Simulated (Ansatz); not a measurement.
**SiC (Moissanite 3C, F-43m) at temperature and pressure**

Wanted: expansion, heat capacity and stiffness of SiC (Moissanite 3C) along isobars.

Main program and level: Ansatz 0.2.0; DFT RPBE, scalar-relativistic, plane waves, PAW.

### Step 1. Set-up

The structure is cubic, space group F-43m (No. 216). Conventional cell: a = 4.358 Å, b = 4.358 Å, c = 4.358 Å, α = 90.00°, β = 90.00°, γ = 90.00°. Si has 4 C at 1.89 Å nearest. C has 4 Si at 1.89 Å nearest. Farther neighbours are not listed.

### Step 2. Probe on a coarse mesh

A cheap single point shows whether the cell is a metal or an insulator and how far it is from rest; that sets the k-mesh and the occupations of what follows.

input.yaml reads:

```yaml
crystal:
  lattice:
    - [0.0, 2.179, 2.179]
    - [2.179, 0.0, 2.179]
    - [2.179, 2.179, 0.0]
  atoms:
    - { symbol: Si, position: [0.0, 0.0, 0.0] }
    - { symbol: C, position: [0.25, 0.25, 0.25] }
kpoints:
  mp_grid: { grid: [8, 8, 8] }
hamiltonian:
  xc: rpbe
scf:
  occupations: { method: gaussian, width: 0.1 }
output:
  forces: true
  stress: true
  eigenvalues: true
```

On the command line:

```console
$ ansatz run input.yaml --threads 4 --pin off --max-ram 8192MiB --backend cpu --events-out ev --progress --plain --runs-dir out
```

Numbers of over 12 decimals in the logs are rounded to 6 here.

What it wrote:

```text
Engine: ansatz 0.2.0, x86_64-unknown-linux-gnu
Pseudopotentials: kind: paw
Pseudopotential: Si, paw, valence charge 4, recommended cutoff 420 eV (normal), Si.paw.azcp
Pseudopotential: C, paw, valence charge 4, recommended cutoff 420 eV (normal), C.paw.azcp
Functional definition: RPBE
  parameter kappa = 0.804
  parameter beta = 0.066725
  exchange = rpbe_x(kappa = kappa, mu = beta*pi^2/3)
  correlation = pbe_c(beta = beta)
Crystal: 2 atoms, lattice volume = 20.692 Å³
Basis set: ecut = 420 eV, 411 PW (Γ), exchange–correlation on 48×48×48 points (8 copies of the dense FFT grid, shifted against one another)
Bands: 8, of which v1, the nominal top of the filled ones, is band 4 counted from 1 (3 counted from 0)
Symmetry: 24 space group operations
Space group: F-43m (ITA 216), of the structure as read, at distance tolerance 2.7e-5 Å
k-points: 29 of 512 (time reversal used)
Non-local potential: Si, projectors of the file, l = 0: 2, l = 1: 2, l = 2: 2
Non-local potential: C, projectors of the file, l = 0: 2, l = 1: 2, l = 2: 1
PAW form: soft (Blöchl's): semilocal exchange-correlation on the pseudo side does not see the compensation charge
PAW frozen core: Si, regenerated for the run's functional, and the local potential with it (the file was generated under x = pbe(κ = 0.804, μ = 0.219515), c = pbe(β = 0.066725))
PAW frozen core: C, regenerated for the run's functional, and the local potential with it (the file was generated under x = pbe(κ = 0.804, μ = 0.219515), c = pbe(β = 0.066725))
PAW one-centre angular grid: Si, 110 points (default); XC on 64 Gauss nodes
PAW one-centre angular grid: C, 110 points (default); XC on 64 Gauss nodes
Initial density: superposition of atomic densities (neutral atoms: chi_scale 0, normalization atom), corrected by the library's trained network
Initial wavefunctions: pseudopotential atomic-orbital guess
Functional: x = rpbe, c = pbe(β = 0.066725)
SCF iter   1: F=—  HF=-891.469154 eV  |F-HF|=—  |Δ(HF+E_count)|=         —  Δρ=3.29e-3  dr2=1.31e-3  ethr=1.77e-3  ⟨swp⟩=5.3  Hψ=1866  notcnv=0
preconditioner: auto → none  [insulator: Δε(μ)=1.347 eV  Ē_g=14.101 eV  σ=0.100 eV  W_gap=1.00  n_scr=0 (ndim 8)  ℏωp=23.1 eV  f_vac=0.000  D(μ)=0.00/eV (n_scr^D=0)  ε∞_Penn≈3.7]
SCF iter   2: F=—  HF=-891.468936 eV  |F-HF|=—  |Δ(HF+E_count)|=   2.19e-4  Δρ=1.17e-3  dr2=1.71e-4  ethr=1.64e-5  ⟨swp⟩=1.9  Hψ=556  notcnv=0
SCF iter   3: F=—  HF=-891.468924 eV  |F-HF|=—  |Δ(HF+E_count)|=   1.20e-5  Δρ=5.37e-4  dr2=2.30e-5  ethr=2.14e-6  ⟨swp⟩=2.1  Hψ=351  notcnv=0
SCF iter   4: F=—  HF=-891.468932 eV  |F-HF|=—  |Δ(HF+E_count)|=   8.66e-6  Δρ=6.75e-5  dr2=4.39e-7  ethr=2.88e-7  ⟨swp⟩=2.7  Hψ=375  notcnv=0
iter 5 did not close the SCF: its close was put off for the readings that it lacked (scf_convergence_deferred on its scf_iter line)
SCF iter   5: F=-891.468933 eV  HF=-891.468933 eV  |F-HF|=4.04e-9  |Δ(HF+E_count)|=   7.20e-7  Δρ=9.76e-6  dr2=2.05e-8  ethr=5.48e-9  ⟨swp⟩=2.0  Hψ=344  notcnv=0
SCF iter   6: F=-891.468933 eV  HF=-891.468933 eV  |F-HF|=2.81e-10  |Δ(HF+E_count)|=   5.05e-9  Δρ=9.09e-7  dr2=9.27e-11  ethr=2.57e-10  ⟨swp⟩=2.2  Hψ=787  notcnv=0
SCF 1 converged in 6 iterations: F = -891.468933 eV  dr2 = 9.27e-11
  greatest PAW one-centre occupation: 0.649 electrons in one spin orbital (limit 2), on the C atom at site 1 (counted from 0), in its partial waves of l = 0
SCF converged after 6 iterations
Free energy (F): -891.468933 eV
Harris-Foulkes:  -891.468933 eV  (|F-HF|=2.81e-10)
Internal energy: -891.468933 eV  (E = F + TS)
E sigma→0 (E₀):  -891.468933 eV
Fermi energy:    10.267552 eV
--- Per-component energies (eV) ---
  E_band       = 29.431201
  E_kinetic    = 135.642322
  E_local      = -103.232768  (includes V_loc(G=0)·N_el)
  E_nonlocal   = 50.685432
  E_hartree    = 32.072947
  E_xc         = -105.678264
  E_vxc        = -109.325885  (∫ρ·V_xc dr)
  E_paw        = -616.136035  (= ΣΔE_a)
  E_vpaw       = -8.483732  (= ΣTr[D̂ρ^β])
  E_aug_tail   = 0.000011  (compensation charges beyond the density's cutoff)
  E_ewald      = -284.783780
  E_core_change = -0.038798  (= ΣΔE_core)
  E_smearing   = -0.000000  (= −TS)
  E_closure    = -0.000000  (closes the sum)
  Σ components = -891.468933   (vs F -891.468933, Δ=0.00e0)
--- Forces (eV/Å), atoms counted from 1 ---
  atom   1  Si     0.00000000     0.00000000     0.00000000
  atom   2  C     -0.00000000     0.00000000    -0.00000000
  max |Σ_I F_I| component: 1.48e-16 eV/Å
--- Stress (GPa, compression-positive) ---
        6.537638      -0.000000      -0.000000
       -0.000000       6.537638       0.000000
       -0.000000       0.000000       6.537638
  P = ⅓ Tr σ = 6.5376 GPa (65.376 kbar)
--- Band table (eV; the first three rows and the last of 29) ---
  k-point 0: bands = ["-5.8519", "9.5828", "9.5828", "9.5828", "15.8016", "16.9335", "16.9335", "16.9335"]
  k-point 1: bands = ["-5.5475", "8.0942", "9.3822", "9.3822", "16.0668", "17.2853", "17.2853", "17.4536"]
  k-point 2: bands = ["-4.6582", "5.2830", "8.9772", "8.9772", "15.6030", "17.5295", "17.5295", "18.9784"]
  k-point 28: bands = ["-0.6386", "2.5755", "4.6011", "4.8995", "14.8153", "19.0511", "19.1075", "19.4167"]
```

Run time: 1.5 s. Hardware: 4 threads of Intel Xeon Platinum 8488C (Sapphire Rapids), shared host; peak memory 0.33 GiB; 2 s of CPU time.

Numbers from this step:

| Property | Result |
| --- | --- |
| pressure | 6.538 GPa |
| gap on the k-mesh | 1.370 eV |
| volume per atom | 10.35 Å³ |

The start is under 6.5 GPa at this level and looks like an insulator or semiconductor on this mesh.

### Step 3. Relaxation

Phonons are second derivatives about a minimum, so cell and atoms are relaxed first, inside the symmetry of the start.

input.yaml, the sections that differ from step 2:

```yaml
kpoints:
  mp_grid: { grid: [10, 10, 10] }
scf:
  occupations: { method: gaussian, width: 0.02 }
relax:
  adjacent_minimum: "off"
  f_tol: 0.005
  max_steps: 80
  cell: { stress_tol: 0.05 }
# crystal, hamiltonian, output: as in step 2
```

What it wrote:

```text
[...]
Crystal: 2 atoms, lattice volume = 20.692 Å³
Basis set: ecut = 420 eV, 411 PW (Γ), exchange–correlation on 48×48×48 points (8 copies of the dense FFT grid, shifted against one another)
Bands: 8, of which v1, the nominal top of the filled ones, is band 4 counted from 1 (3 counted from 0)
Symmetry: 24 space group operations
[...]
k-points: 47 of 1000 (time reversal used)
[...]
SCF iter   1: F=—  HF=-891.470207 eV  |F-HF|=—  |Δ(HF+E_count)|=         —  Δρ=3.31e-3  dr2=1.34e-3  ethr=1.77e-3  ⟨swp⟩=6.1  Hψ=3125  notcnv=0
[...]
SCF iter   6: F=-891.470035 eV  HF=-891.470035 eV  |F-HF|=3.23e-10  |Δ(HF+E_count)|=   6.41e-9  Δρ=8.65e-7  dr2=6.39e-11  ethr=2.00e-10  ⟨swp⟩=2.0  Hψ=1276  notcnv=0
SCF 1 converged in 6 iterations: F = -891.470035 eV  dr2 = 6.39e-11
[...]
relax step   1: F+E_penalty+E_count = -891.47003492 eV  Δ(F+E_penalty+E_count) = +0.000e0 eV  max|allowed force component| = 4.071e-16 eV/Å  Δτ_max = 0.0000 Å  P = +6.537 GPa  Ω = 20.692 Å³  (6 SCF iters, dr2 threshold 1.00e-7 eV, accepted)
Crystal: 2 atoms, lattice volume = 21.016 Å³
[...]
iter 1 solved again at ethr=4.74e-5 eV; its pass at ethr=3.10e-3 eV (dr2=3.79e-3 eV) is discarded
[...]
SCF iter   5: F=-891.479175 eV  HF=-891.479175 eV  |F-HF|=2.07e-9  |Δ(HF+E_count)|=   3.07e-7  Δρ=2.58e-6  dr2=1.05e-9  ethr=2.50e-9  ⟨swp⟩=5.0  Hψ=1918  notcnv=0
SCF 2 converged in 5 iterations: F = -891.479175 eV  dr2 = 1.05e-9
[...]
relax step   2: F+E_penalty+E_count = -891.47917531 eV  Δ(F+E_penalty+E_count) = -9.140e-3 eV  max|allowed force component| = 1.249e-16 eV/Å  Δτ_max = 0.0000 Å  P = +3.008 GPa  Ω = 21.016 Å³  energy of the carried Pulay correction = -4.788e-4 eV  (5 SCF iters, dr2 threshold 2.00e-7 eV, accepted)
Crystal: 2 atoms, lattice volume = 21.301 Å³
[...]
SCF iter   4: F=-891.481511 eV  HF=-891.481510 eV  |F-HF|=2.00e-7  |Δ(HF+E_count)|=   2.33e-6  Δρ=3.32e-5  dr2=1.67e-7  ethr=2.50e-9  ⟨swp⟩=3.5  Hψ=1851  notcnv=0
SCF 3 converged in 4 iterations: F = -891.481511 eV  dr2 = 1.67e-7
[...]
relax step   3: F+E_penalty+E_count = -891.48151063 eV  Δ(F+E_penalty+E_count) = -2.335e-3 eV  max|allowed force component| = 6.476e-17 eV/Å  Δτ_max = 0.0000 Å  P = +0.118 GPa  Ω = 21.301 Å³  energy of the carried Pulay correction = -8.927e-4 eV  (4 SCF iters, dr2 threshold 2.00e-7 eV, accepted)
[...]
relax step   4: F+E_penalty+E_count = -891.48149815 eV  Δ(F+E_penalty+E_count) = +1.248e-5 eV  max|allowed force component| = 1.249e-16 eV/Å  Δτ_max = 0.0000 Å  P = +0.003 GPa  Ω = 21.313 Å³  energy of the carried Pulay correction = -9.097e-4 eV  (4 SCF iters, dr2 threshold 3.48e-8 eV, accepted)
[...]
relax step   5: F+E_penalty+E_count = -891.48256453 eV  Δ(F+E_penalty+E_count) = -1.066e-3 eV  max|allowed force component| = 1.480e-16 eV/Å  Δτ_max = 0.0000 Å  P = +0.088 GPa  Ω = 21.313 Å³  stress off target by 8.82e-2 GPa  SCF on the basis re-selected at this cell (its energy is not comparable with the rows above)  (5 SCF iters)
[...]
relax step   6: F+E_penalty+E_count = -891.48255380 eV  Δ(F+E_penalty+E_count) = +1.073e-5 eV  max|allowed force component| = 1.573e-16 eV/Å  Δτ_max = 0.0000 Å  P = +0.000 GPa  Ω = 21.322 Å³  energy of the carried Pulay correction = -1.323e-5 eV  (3 SCF iters, dr2 threshold 1.95e-8 eV, accepted)
[...]
SCF iter   5: F=-891.482554 eV  HF=-891.482554 eV  |F-HF|=1.14e-13  |Δ(HF+E_count)|=  5.34e-12  Δρ=1.25e-7  dr2=2.62e-12  ethr=1.00e-12  ⟨swp⟩=5.0  Hψ=1316  notcnv=0
SCF 7 converged in 5 iterations: F = -891.482554 eV  dr2 = 2.62e-12
relax step   7: F+E_penalty+E_count = -891.48255380 eV  Δ(F+E_penalty+E_count) = -1.256e-9 eV  max|allowed force component| = 1.388e-16 eV/Å  Δτ_max = 0.0000 Å  P = +0.000 GPa  Ω = 21.322 Å³  stress off target by 4.50e-4 GPa  SCF on the basis re-selected at this cell (its energy is not comparable with the rows above)  (5 SCF iters)
[...]
SCF converged after 5 iterations
Free energy (F): -891.482554 eV
[...]
Internal energy: -891.482554 eV  (E = F + TS)
E sigma→0 (E₀):  -891.482554 eV
Fermi energy:    9.907875 eV
[...]
--- Stress (GPa, compression-positive) ---
        0.000450       0.000000       0.000000
       -0.000000       0.000450       0.000000
        0.000000       0.000000       0.000450
  P = ⅓ Tr σ = 0.0004 GPa (0.004 kbar)
--- Band table (eV; the first three rows and the last of 47) ---
[...]
--- Relaxed structure (5 steps of the walk, 5 accepted, 2 SCFs on fresh bases) ---
  F+E_penalty+E_count = -891.48255380 eV   max|allowed force component| = 1.388e-16 eV/Å   (the final SCF, on the basis selected at the relaxed cell)
  cell:  # Å, volume = 21.3218 Å³
    - [0, 2.200887, 2.200887]
    - [2.200887, 0, 2.200887]
    - [2.200887, 2.200887, 0]
  atoms:
    - { symbol: Si, position: [0, 0, 0] }
    - { symbol: C, position: [0.25, 0.25, 0.25] }
```

It took 2.9 s on 4 threads; peak memory 0.37 GiB; 9.2 s of CPU time.

Relaxation path:

| step | energy less that of the first step (eV) | largest force component (eV/Å) | pressure (GPa) | volume (Å³) |
| --- | --- | --- | --- | --- |
| 1 | 0.0000 | 0.0000 | 6.54 | 20.69 |
| 2 | -0.0091 | 0.0000 | 3.01 | 21.02 |
| 3 | -0.0115 | 0.0000 | 0.12 | 21.30 |
| 4 | -0.0115 | 0.0000 | 0.00 | 21.31 |
| 5* | -0.0125 | 0.0000 | 0.09 | 21.31 |
| 6 | -0.0125 | 0.0000 | 0.00 | 21.32 |
| 7* | -0.0125 | 0.0000 | 0.00 | 21.32 |

Relaxation steps marked * repeat the geometry before them on a plane-wave basis chosen anew for their cell, so energy and pressure can jump there.

The run keeps the 24 symmetry operations that it works with, so distortions that break them were not tested.

| conventional cell, symmetrised | before | after | change |
| --- | --- | --- | --- |
| a (Å) | 4.358 | 4.402 | +1.0 % |
| b (Å) | 4.358 | 4.402 | +1.0 % |
| c (Å) | 4.358 | 4.402 | +1.0 % |
| volume (Å³/atom) | 10.35 | 10.66 | +3.0 % |

The relaxed structure:

```
Si C
1.0
     0.00000    2.20089    2.20089
     2.20089    0.00000    2.20089
     2.20089    2.20089    0.00000
Si C
1 1
Direct
  0.00000 0.00000 0.00000
  0.25000 0.25000 0.25000
```

Numbers from this step:

- pressure: 4.50e-4 GPa
- gap on the k-mesh: 1.399 eV
- volume per atom: 10.66 Å³

The relaxation ends with a pressure of 0.00 GPa.

### Step 4. Relaxing to small residual forces and stress

The thresholds are tightened for a last relaxation ahead of the phonons, and where mesh or smearing change with them the cell follows.

input.yaml reads:

```yaml
crystal:
  lattice:
    - [0.0, 2.2008869807, 2.2008869807]
    - [2.2008869807, 0.0, 2.2008869807]
    - [2.2008869807, 2.2008869807, 0.0]
  atoms:
    - { symbol: Si, position: [0.0, 0.0, 0.0] }
    - { symbol: C, position: [0.25, 0.25, 0.25] }
kpoints:
  mp_grid: { grid: [12, 12, 12] }
hamiltonian:
  xc: rpbe
scf:
  occupations: { method: fixed }
output:
  forces: true
  stress: true
  eigenvalues: true
relax:
  adjacent_minimum: "off"
  f_tol: 0.001
  max_steps: 60
  cell: { stress_tol: 0.01 }
```

What it wrote:

```text
[...]
Crystal: 2 atoms, lattice volume = 21.322 Å³
Basis set: ecut = 420 eV, 411 PW (Γ), exchange–correlation on 48×48×48 points (8 copies of the dense FFT grid, shifted against one another)
Bands: 8, of which v1, the nominal top of the filled ones, is band 4 counted from 1 (3 counted from 0)
Symmetry: 24 space group operations
[...]
k-points: 72 of 1728 (time reversal used)
[...]
P = ⅓ Tr σ = -0.0018 GPa (-0.018 kbar)
--- Band table (eV; the first three rows and the last of 72) ---
[...]
--- Relaxed structure (1 steps of the walk, 1 accepted, 1 SCFs on fresh bases) ---
[...]
cell:  # Å, volume = 21.3218 Å³
    - [0.0, 2.2008869807, 2.2008869807]
    - [2.2008869807, 0.0, 2.2008869807]
    - [2.2008869807, 2.2008869807, 0.0]
  atoms:
    - { symbol: Si, position: [0.0, 0.0, 0.0] }
    - { symbol: C, position: [0.25, 0.25, 0.25] }
[key lines of the parts left out:]
SCF converged after 5 iterations
Free energy (F): -891.482683 eV
Fermi energy:    9.208348 eV
```

Run time: 1.1 s. Hardware: 4 threads; peak memory 0.34 GiB; 3.2 s of CPU time.

Little changed from the start: no atom moved by 0.005 Å and no cell edge by 0.1 %.

Numbers from this step:

| Quantity | Value |
| --- | --- |
| pressure | -0.001849 GPa |

The residual pressure is -0.0018 GPa, small enough for phonons.

### Step 5. Relaxation under pressure, pressure 2 GPa

The study at pressure needs a start near its own equilibrium, so the cell is first relaxed to that pressure.

Edit input.yaml of step 4 so:

```diff
@@ -22,2 +22,2 @@
   max_steps: 60
-  cell: { stress_tol: 0.01 }
+  cell: { stress_tol: 0.05, p_target: 2.0 }
```

What it wrote:

```text
[...]
Crystal: 2 atoms, lattice volume = 21.322 Å³
Basis set: ecut = 420 eV, 411 PW (Γ), exchange–correlation on 48×48×48 points (8 copies of the dense FFT grid, shifted against one another)
Bands: 8, of which v1, the nominal top of the filled ones, is band 4 counted from 1 (3 counted from 0)
Symmetry: 24 space group operations
[...]
k-points: 72 of 1728 (time reversal used)
[...]
P = ⅓ Tr σ = 1.9889 GPa (19.889 kbar)
--- Band table (eV; the first three rows and the last of 72) ---
[...]
--- Relaxed structure (3 steps of the walk, 3 accepted, 1 SCFs on fresh bases) ---
[...]
cell:  # Å, volume = 21.1201 Å³
    - [0, 2.193927, 2.193927]
    - [2.193927, 0, 2.193927]
    - [2.193927, 2.193927, 0]
  atoms:
    - { symbol: Si, position: [0, 0, 0] }
    - { symbol: C, position: [0.250000, 0.250000, 0.250000] }
[key lines of the parts left out:]
SCF converged after 5 iterations
Free energy (F): -891.481464 eV
Fermi energy:    9.325774 eV
```

Wall time 2.2 s (4 threads); peak memory 0.36 GiB; 7.2 s of CPU time.

Relaxation path:

| step | energy less that of the first step (eV) | largest force component (eV/Å) | pressure (GPa) | volume (Å³) |
| --- | --- | --- | --- | --- |
| 1 | 0.0000 | 0.0000 | 0.00 | 21.32 |
| 2 | 0.0002 | 0.0000 | 1.09 | 21.21 |
| 3 | 0.0010 | 0.0000 | 2.01 | 21.12 |
| 4* | 0.0012 | 0.0000 | 1.99 | 21.12 |

Relaxation steps marked * repeat the geometry before them on a plane-wave basis chosen anew for their cell, so energy and pressure can jump there.

The run keeps the 24 symmetry operations that it works with, so distortions that break them were not tested.

| conventional cell, symmetrised | before | after | change |
| --- | --- | --- | --- |
| a (Å) | 4.402 | 4.388 | -0.3 % |
| b (Å) | 4.402 | 4.388 | -0.3 % |
| c (Å) | 4.402 | 4.388 | -0.3 % |
| volume (Å³/atom) | 10.66 | 10.56 | -0.9 % |

The relaxed structure:

```
Si C
1.0
     0.00000    2.19393    2.19393
     2.19393    0.00000    2.19393
     2.19393    2.19393    0.00000
Si C
1 1
Direct
  0.00000 0.00000 0.00000
  0.25000 0.25000 0.25000
```

This step gave:

| Quantity | Value |
| --- | --- |
| pressure | 1.989 GPa |
| gap on the k-mesh | 1.390 eV |
| volume per atom | 10.56 Å³ |

The cell shrank by 0.9 % in volume.

[end of part 1 of 3]

[Logs are printed without paths, hosts, clocks, repeated set-up lines and the standing remarks that a program may print on its own settings, such as how far it seeks lower states.]

[Hosts, paths, dates, database ids (printed as entryN), source tags and the programs' standing remarks are cut or masked in the printed files.]

[A step with changed settings may run another functional than the one named; its input shows which.]
